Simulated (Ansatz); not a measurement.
In doubt: one-shot GW on d or f shells is unsure, so the values of those runs are not to be relied on.

Ba2CeSnO6 (Fm-3m), computed twice by G0W0.

Symmetry: Fm-3m, No. 225, cubic system. Conventional cell: a = 8.659 Å, b = 8.659 Å, c = 8.659 Å, α = 90.00°, β = 90.00°, γ = 90.00°. Nearest to Ba lie 12 O at 3.06 Å. Nearest to Ce lie 6 O at 2.23 Å. Nearest to Sn lie 6 O at 2.10 Å. O has 1 Sn at 2.10 Å and 1 Ce at 2.23 Å and 4 Ba at 3.06 Å nearest. Farther neighbours and most contacts between anions are not listed.

```
Ba Ce Sn O
1.0
     0.00000    4.32949    4.32949
     4.32949    0.00000    4.32949
     4.32949    4.32949    0.00000
Ba Ce Sn O
2 1 1 6
Cartesian
  2.1647 2.1647 2.1647
  6.4942 6.4942 6.4942
  0.0000 0.0000 0.0000
  4.3295 4.3295 4.3295
  2.2329 4.3295 4.3295
  6.4260 4.3295 4.3295
  4.3295 2.2329 4.3295
  4.3295 6.4260 4.3295
  4.3295 4.3295 2.2329
  4.3295 4.3295 6.4260
```

The cell and positions are those that the Materials Project relaxed with its own functionals (PBE, PBE+U or r2SCAN), kept fixed. Spin-orbit coupling is left out unless a run names it.

The first (Ansatz 0.2.0; start PBE, 4×4×4 mesh, 890 empty bands, screening to 180 eV, PAW set soft_1 files; 1 × NVIDIA H100 80GB HBM3 (shared by 6 runs) with 2 threads of AMD EPYC 7R13 (Zen 3), shared host) gave, on its mesh: starting gap 2.19 eV, G0W0 gap 4.72 eV, RPA ε∞ (mean) 4.76, 55 s.

The second gave: starting gap 2.19 eV, G0W0 gap 4.62 eV, RPA ε∞ (mean) 4.78, 22 s.

**Question.** What was changed in the input? Choose among start, files, mesh, bands and cutoff, frequency model or another key.

Changed: empty bands from 890 to 413 and screening cutoff (eV) from 180.0 to 108. The starting gap stayed, which rules out the functional and points to the GW step. Other changes could give like numbers; this is the one that was made.

Limits: not at the basis limit; f levels unsure; no spin polarisation; f levels unsure; no spin-orbit coupling.

[Paths, hosts, dates, memory and timing lines, banners, echoed tables and standing remarks are left out of the program output.]

[Logs are printed without paths, hosts, clocks, repeated set-up lines and the standing remarks that a program may print on its own settings, such as how far it seeks lower states.]

[Runs of the session that timed out or met a known fault of the program may be left out.]

[Cells called generated may have been cut or substituted from an entry of the Crystallography Open Database or the Materials Project.]

[Hosts, paths, dates, database ids (printed as entryN), source tags and the programs' standing remarks are cut or masked in the printed files.]
